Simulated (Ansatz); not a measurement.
# Electron scattering at the Σ9 (114) boundary in bcc Nb, starting shift (0, 0.5), part 2 of 3

Aim: the relaxed structure and the specific resistance of the Σ9 (114) boundary in bcc Nb, starting shift (0, 0.5).

Ansatz 0.2.0; Ansatz plane-wave DFT, PBE, PAW files; relaxation of a bicrystal slab with its lowest layers held; PAW set soft_1 (the session's first sound run).

So far. Step 2 (Relaxing the bicrystal): The largest force component on a free atom ends at 0.017 eV/Å, under the tolerance of 0.03, after 15 steps.

## Step 3: Transmission across the boundary

Bulk layers of each grain are laid under and over the relaxed boundary, and a lead is named in the middle of each, away from the free faces. The mesh across the current, 16×16, is finer than the density's, because channels open and close sharply across the zone. Energies from -0.1 to 0.1 eV in steps of 0.05 eV are too few for the program's thermal sum, so it prints no conductance; for a metal the transmission near the Fermi level serves, at a fraction of the cost.

This step: Ansatz plane-wave DFT, PBE, PAW files; ballistic transport by layer matching (Landauer), zero bias; boundary relaxed in a short slab, bulk layers laid on; PAW set soft_1 (Ansatz 0.2.0).

System of this step: Σ9 (114) boundary in bcc Nb, starting shift (0, 0.5). The cell holds 55 atoms: 55 Nb. Cell: a = 5.483 Å, b = 4.676 Å, c = 50.258 Å, α = 90.0°, β = 90.0°, γ = 64.8°. It derives from Nb. Regions: lower grain, 22 atoms (22 Nb); boundary, 15 atoms (15 Nb); upper grain, 18 atoms (18 Nb). Vacuum lies along c.

input.yaml reads:

```yaml
crystal:
  lattice:
    - [5.4828782722, 0.0, 0.0]
    - [1.9937739172, 4.2294331709, 0.0]
    - [0.0, 0.0, 50.2582644055]
  atoms:
    - { symbol: Nb, position: [-16.1111111109, 8.0555555557, 0.0795889004] }
    - { symbol: Nb, position: [-15.5555555553, 7.7777777779, 0.0950948553] }
    - { symbol: Nb, position: [-14.9999999998, 7.5000000001, 0.1106008103] }
    - { symbol: Nb, position: [-14.4444444442, 7.2222222223, 0.1261067652] }
    - { symbol: Nb, position: [-13.8888888887, 6.9444444445, 0.1416127202] }
    - { symbol: Nb, position: [-13.3333333331, 6.6666666667, 0.1571186751] }
    - { symbol: Nb, position: [-12.7777777776, 6.3888888889, 0.1726246301] }
    - { symbol: Nb, position: [-12.222222222, 6.1111111112, 0.188130585] }
    - { symbol: Nb, position: [-11.6666666665, 5.8333333334, 0.20363654] }
    - { symbol: Nb, position: [-11.1111111109, 5.5555555556, 0.2191424949] }
    - { symbol: Nb, position: [-10.5555555554, 5.2777777778, 0.2346484499] }
    - { symbol: Nb, position: [-9.9999999998, 5.0, 0.2501544048] }
    - { symbol: Nb, position: [-9.4444444443, 4.7222222222, 0.2656603597] }
    - { symbol: Nb, position: [-8.8888888887, 4.4444444445, 0.2811663147] }
    - { symbol: Nb, position: [-8.3333333332, 4.1666666667, 0.2966722696] }
    - { symbol: Nb, position: [-7.7777777776, 3.8888888889, 0.3121782246] }
    - { symbol: Nb, position: [-7.2222222221, 3.6111111111, 0.3276841795] }
    - { symbol: Nb, position: [-6.6666666665, 3.3333333333, 0.3431901345] }
    - { symbol: Nb, position: [-6.111111111, 3.0555555555, 0.3586960894] }
    - { symbol: Nb, position: [-5.5555555554, 2.7777777778, 0.3742020444] }
    - { symbol: Nb, position: [-4.9999999999, 2.5, 0.3897079993] }
    - { symbol: Nb, position: [-4.4444444443, 2.2222222222, 0.4052139542] }
    - { symbol: Nb, position: [0.1111111112, 0.9444444444, 0.4207199092] }
    - { symbol: Nb, position: [0.6611311958, 0.6694344021, 0.4346058498] }
    - { symbol: Nb, position: [0.2159911557, 0.3920044221, 0.4510878408] }
    - { symbol: Nb, position: [0.770600392, 0.114699804, 0.4671530631] }
    - { symbol: Nb, position: [0.3223058599, 0.8388470701, 0.4827451406] }
    - { symbol: Nb, position: [0.8906163002, 0.5546918499, 0.4978758738] }
    - { symbol: Nb, position: [0.4318650977, 0.2840674512, 0.5107613927] }
    - { symbol: Nb, position: [-0.0276589979, 0.0138294989, 0.5372922114] }
    - { symbol: Nb, position: [0.5531763351, 0.7234118324, 0.5385935495] }
    - { symbol: Nb, position: [0.4106092463, 0.2946953768, 0.5663661126] }
    - { symbol: Nb, position: [0.864267857, 0.5678660715, 0.5797662932] }
    - { symbol: Nb, position: [0.2939801331, 0.8530099334, 0.5940996767] }
    - { symbol: Nb, position: [0.7448973618, 0.1275513191, 0.6107773693] }
    - { symbol: Nb, position: [0.1941108189, 0.4029445905, 0.6252298545] }
    - { symbol: Nb, position: [0.6293746306, 0.6853126847, 0.6413039106] }
    - { symbol: Nb, position: [-4.926180925, 2.9630904625, 0.6568098655] }
    - { symbol: Nb, position: [-5.4817364805, 3.2408682403, 0.6723158205] }
    - { symbol: Nb, position: [-6.0372920361, 3.5186460181, 0.6878217754] }
    - { symbol: Nb, position: [-6.5928475916, 3.7964237958, 0.7033277304] }
    - { symbol: Nb, position: [-7.1484031472, 4.0742015736, 0.7188336853] }
    - { symbol: Nb, position: [-7.7039587027, 4.3519793514, 0.7343396403] }
    - { symbol: Nb, position: [-8.2595142583, 4.6297571292, 0.7498455952] }
    - { symbol: Nb, position: [-8.8150698138, 4.907534907, 0.7653515501] }
    - { symbol: Nb, position: [-9.3706253694, 5.1853126848, 0.7808575051] }
    - { symbol: Nb, position: [-9.9261809249, 5.4630904625, 0.79636346] }
    - { symbol: Nb, position: [-10.4817364805, 5.7408682403, 0.811869415] }
    - { symbol: Nb, position: [-11.037292036, 6.0186460181, 0.8273753699] }
    - { symbol: Nb, position: [-11.5928475916, 6.2964237959, 0.8428813249] }
    - { symbol: Nb, position: [-12.1484031471, 6.5742015737, 0.8583872798] }
    - { symbol: Nb, position: [-12.7039587027, 6.8519793515, 0.8738932348] }
    - { symbol: Nb, position: [-13.2595142582, 7.1297571293, 0.8893991897] }
    - { symbol: Nb, position: [-13.8150698138, 7.407534907, 0.9049051447] }
    - { symbol: Nb, position: [-14.3706253693, 7.6853126848, 0.9204110996] }
kpoints:
  mp_grid: { grid: [6, 6, 1] }
hamiltonian:
  xc: pbe
  pseudopotentials: { kind: paw, azcp: { folder: soft_1 } }
scf:
  occupations: { method: fermi_dirac, width: 0.1 }
output:
  transmission:
    leads: [[12, 13], [44, 45]]
    kmesh: [16, 16]
    e_range: [-0.1, 0.1]
    de: 0.05
  write_potential: true
  write_density: true
  volumetric_format: npy
  elf: true
```

Started as:

```
ansatz run input.yaml --threads 4 --pin off --max-ram 15360MiB --backend cpu --events-out ev --progress --plain --runs-dir out
```

Numbers of over 12 decimals in the logs are rounded to 6 here.

The log of the run:

```text
[...]
Crystal: 55 atoms, lattice volume = 1165.462 Å³
Basis set: ecut = 420 eV, 22769 PW (Γ)
Bands: 429, of which v1, the nominal top of the filled ones, is band 358 counted from 1 (357 counted from 0)
Symmetry: 2 space group operations
[...]
k-points: 13 of 36 (time reversal used)
[...]
SCF iter   1: F=—  HF=-250407.849705 eV  |F-HF|=—  |Δ(HF+E_count)|=         —  Δρ=8.08e-2  dr2=1.77e3  ethr=3.10e-3  ⟨swp⟩=8.5  Hψ=24491  notcnv=0  defer=3
[...]
SCF iter  12: F=-250369.116624 eV  HF=-250369.116624 eV  |F-HF|=5.60e-8  |Δ(HF+E_count)|=   8.76e-9  Δρ=1.07e-6  dr2=7.56e-8  ethr=1.40e-11  ⟨swp⟩=21.2  Hψ=23695  notcnv=0
SCF 1 converged in 12 iterations: F = -250369.116624 eV  dr2 = 7.56e-8
[...]
transmission: 519 of 5183 steps passed
transmission: 1037 of 5183 steps passed
[...]
transmission: 5183 of 5183 steps passed
WARN: The output density's exchange-correlation potential varies sharply where the density is thin. Do not read a vacuum level from v_tot or v_xc, or from such a field of the output density. On a cell that repeats whose density bears no net charge and no dipole along the vacuum's axis use v_es (v_loc + v_h of the components); under efield.dipole_correction with no amplitude use v_es + v_field, which holds any externa [...]
SCF converged after 12 iterations
Free energy (F): -250369.116624 eV
[...]
Internal energy: -250366.550068 eV  (E = F + TS)
E sigma→0 (E₀):  -250367.833346 eV
Entropy (-TS):   -2.566556 eV (-46.665 meV/atom)
Fermi energy:    14.713034 eV
[...]
--- Band table (eV; the first three rows and the last of 13) ---
  k-point 0: bands = [... 354 lower, 14.7025, 14.7178, 14.7226, 14.7375, 14.7729, 14.8079, 14.8221, 14.8594, ... 67 higher]
  k-point 1: bands = [... 354 lower, 14.6758, 14.6890, 14.7025, 14.7318, 14.7451, 14.7709, 14.7987, 14.8057, ... 67 higher]
  k-point 2: bands = [... 354 lower, 14.5716, 14.5938, 14.6153, 14.6255, 14.6417, 14.6580, 14.6828, 14.6978, ... 67 higher]
  k-point 12: bands = [... 354 lower, 14.3925, 14.4144, 14.4210, 14.4586, 14.5055, 14.5212, 14.5571, 14.6399, ... 67 higher]
--- Transmission ---
  basis      : 207 plane waves across, 71 finite elements along
  points     : 73, standing for a mesh of 16 x 16
  energies   : 5 from -0.100000 to 0.100000 eV about the Fermi level, 0.050000 eV apart; the leads are filled to 0.000000 eV, and channels, transmission and decay are at 0.000000 eV
  crystal 0  : Nb3, at the sites [12, 13], period 2.3379 Å, over 17.92 Å; its Hamiltonian steps by up to 23.5 meV
    offset         : up to 0.0000 Å between an atom of the period and one for which it stands
    channels       : 5.714844e0 a spin
    conductance    : none, the energies end too early or step too widely for 300 K: set another output.transmission.e_range or a lower de, or, where they end at an eighth of basis.ecutwfc, a higher one
[...]
channels       : 5.730469e0 a spin
[...]
junction   : crystal 0 to crystal 1, 12.65 to 36.99 Å
    transmission   : 2.689614e0 a spin
[...]
```

It took 24 min on 4 threads of Arm Neoverse V1, shared host; peak memory 12 GiB; 86 min of CPU time.

Numbers from this step:

```yaml
free_energy: -250369.1166 eV
energy_at_zero_smearing: -250367.8333 eV
fermi_energy: 14.71 eV
cell_area: 23.19 Å²
transmission_per_spin_nearest_the_fermi_level: 2.690
open_channels_per_spin_nearest_the_fermi_level: 5.715
open_channels_per_spin_upper_lead: 5.730
step_of_the_lead_s_potential: 23.5 meV
step_of_the_upper_lead_s_potential: 24.1 meV
```

Per spin. The transmission, zone mean by energy, zero at the Fermi level:

| energy (eV) | transmission, zone mean |
| --- | --- |
| -0.1000 | 2.89 |
| -0.0500 | 2.78 |
| 0.0000 | 2.69 |
| 0.0500 | 2.57 |
| 0.1000 | 2.49 |

Per spin. Open channels, zone mean against energy, zero at the Fermi level:

| energy (eV) | lead | upper lead |
| --- | --- | --- |
| -0.1000 | 6.23 | 6.25 |
| -0.0500 | 5.92 | 5.90 |
| 0.0000 | 5.71 | 5.73 |
| 0.0500 | 5.36 | 5.37 |
| 0.1000 | 5.19 | 5.18 |

Transmission over k1 and k2. At 0.0000 eV from the Fermi level.

Ten even steps from '0' (0.44) to '9' (4.72):
```
4577775434677643
6899986556666655
7899874556556554
6565665556565556
4334566545545665
2223465343435643
1134240233204243
1144420232024441
1342402332042431
2346534343564322
4566545545665433
6655565655566565
7455655655478998
6556666655689998
4346776434577775
3467776434677764
```
Columns: k1 (b1) from -0.5 to 0.438; rows upwards: k2 (b2) from -0.5 to 0.438.

Open channels over k1 and k2. At 0.0000 eV from the Fermi level.

Ten even steps from '0' (2.00) to '9' (8.00):
```
5688886555888855
6999996656888656
8999985566666655
8868866699699666
6336688666666886
1015585368635855
0013153366335131
0033531383135330
0131533663351310
1558536863585510
6688666666886633
8666996996668868
8556666665589999
6656888656699999
5558888555688886
3588888535888885
```
Columns: k1 (b1) from -0.5 to 0.438; rows upwards: k2 (b2) from -0.5 to 0.438.

Electrostatic potential energy in the cb plane at fractional x = 0.407, with atoms of Nb within 0.2 Å of it. With pseudopotentials it is smooth inside the atoms' cores, unlike the true potential.

Ten even steps from '0' (-39 eV) to '9' (18 eV), each cell a mean:
```
97312589999889998646899986556899988999999999
84000279998888986202689974114799888899999999
83000179998888985101589973003788878899999999
85101489999889987424799985335899888999999999
98656799999999998777899998778999999999999999
88888888899999999999887789999999999999999999
68999864578999899999731258999998999999999999
26899731147988889998400027999888899999999999
26899730047988789998400016999887899999999999
47999853368998889998620048999988899999999999
78999987789999999999865578999999999999999999
98777899999999999888888888888999999999999999
```
Columns run along c (16.0 Å, from fractional 0.68 to 1.00 of the cell; values clipped at the 3rd and 97th percentile), rows up along b (4.7 Å). Atoms in or near the plane, at fractional coordinates: Nb at (0.70, 0.80), Nb at (0.84, 0.30).

Valence density in the cb plane at fractional x = 0.407, with atoms of Nb within 0.2 Å of it. It is the smooth field of the valence electrons, not physical close to the nuclei.

Values in e/Å³, 7 rows by 16 columns, each cell a mean:
```
1.1 3.1 0.4 0.2 0.3 0.3 1.4 0.7 0.3 1.4 0.8 0.3 0.2 0.0 0.0 0.0
1.7 4.5 0.6 0.3 0.4 0.4 2.5 1.0 0.3 2.3 1.3 0.3 0.3 0.0 0.0 0.0
0.6 1.5 0.3 0.2 0.2 0.2 0.7 0.4 0.3 0.6 0.4 0.2 0.1 0.0 0.0 0.0
0.4 0.3 0.6 0.4 0.2 0.2 0.2 0.6 1.3 0.3 0.2 0.2 0.1 0.0 0.0 0.0
1.1 0.2 2.1 1.4 0.3 0.4 0.2 1.9 4.2 0.5 0.3 0.4 0.1 0.0 0.0 0.0
0.8 0.2 1.4 0.9 0.3 0.3 0.2 1.4 3.2 0.4 0.3 0.3 0.1 0.0 0.0 0.0
0.3 0.4 0.3 0.3 0.2 0.2 0.3 0.3 0.5 0.3 0.2 0.2 0.1 0.0 0.0 0.0
```
Columns run along c (16.0 Å, from fractional 0.68 to 1.00 of the cell), rows up along b (4.7 Å). Atoms in or near the plane, at fractional coordinates: Nb at (0.70, 0.80), Nb at (0.84, 0.30).

ELF in the cb plane at fractional x = 0.407, with atoms of Nb within 0.2 Å of it. It is the smooth field of the valence electrons, not physical close to the nuclei.

Values, 7 rows by 16 columns, each cell a mean:
```
0.40 0.63 0.34 0.38 0.23 0.29 0.47 0.33 0.33 0.47 0.35 0.33 0.17 0.09 0.04 0.00
0.46 0.55 0.34 0.33 0.23 0.27 0.65 0.38 0.28 0.61 0.46 0.28 0.19 0.07 0.03 0.00
0.32 0.48 0.31 0.39 0.29 0.36 0.29 0.28 0.32 0.30 0.28 0.40 0.20 0.13 0.05 0.00
0.27 0.31 0.29 0.28 0.36 0.33 0.39 0.32 0.44 0.30 0.38 0.32 0.31 0.25 0.07 0.01
0.40 0.28 0.57 0.47 0.25 0.24 0.38 0.47 0.55 0.33 0.34 0.23 0.28 0.28 0.08 0.01
0.35 0.33 0.46 0.37 0.28 0.26 0.42 0.43 0.62 0.33 0.37 0.22 0.30 0.28 0.07 0.01
0.26 0.28 0.26 0.31 0.36 0.38 0.28 0.26 0.29 0.26 0.34 0.41 0.28 0.20 0.06 0.00
```
Columns run along c (16.0 Å, from fractional 0.68 to 1.00 of the cell), rows up along b (4.7 Å). Atoms in or near the plane, at fractional coordinates: Nb at (0.70, 0.80), Nb at (0.84, 0.30).

Over the solved energies the transmission per spin lies between 2.49 and 2.89, out of 5.68 channels of the lead on average (up to 6.23).

## Step 4: Specific resistance

This step: Ansatz plane-wave DFT, PBE, PAW files; ballistic transport by layer matching (Landauer), zero bias; specific resistance of the boundary; PAW set soft_1 (Ansatz 0.2.0).

This step gave:

- area resistance: 0.5881 fΩ m²
- T over the leads' mean channel count: 0.4724

Averaged over the energies near the Fermi level, 47.2 % of the channels pass, which makes 0.588 fΩ m².

By hand, with T and the leads' channels N averaged over the energies near the Fermi level: RA = A (h/2e²)(1/T − ½[1/N₁ + 1/N₂]) = 23.19×10⁻²⁰ m² × 12 906 Ω × (1/2.685 − ½[1/5.682 + 1/5.687]) = 0.588 fΩ m².

[end of part 2 of 3]

[Logs are printed without paths, hosts, clocks, repeated set-up lines and the standing remarks that a program may print on its own settings, such as how far it seeks lower states.]

[Hosts, paths, dates, database ids (printed as entryN), source tags and the programs' standing remarks are cut or masked in the printed files.]
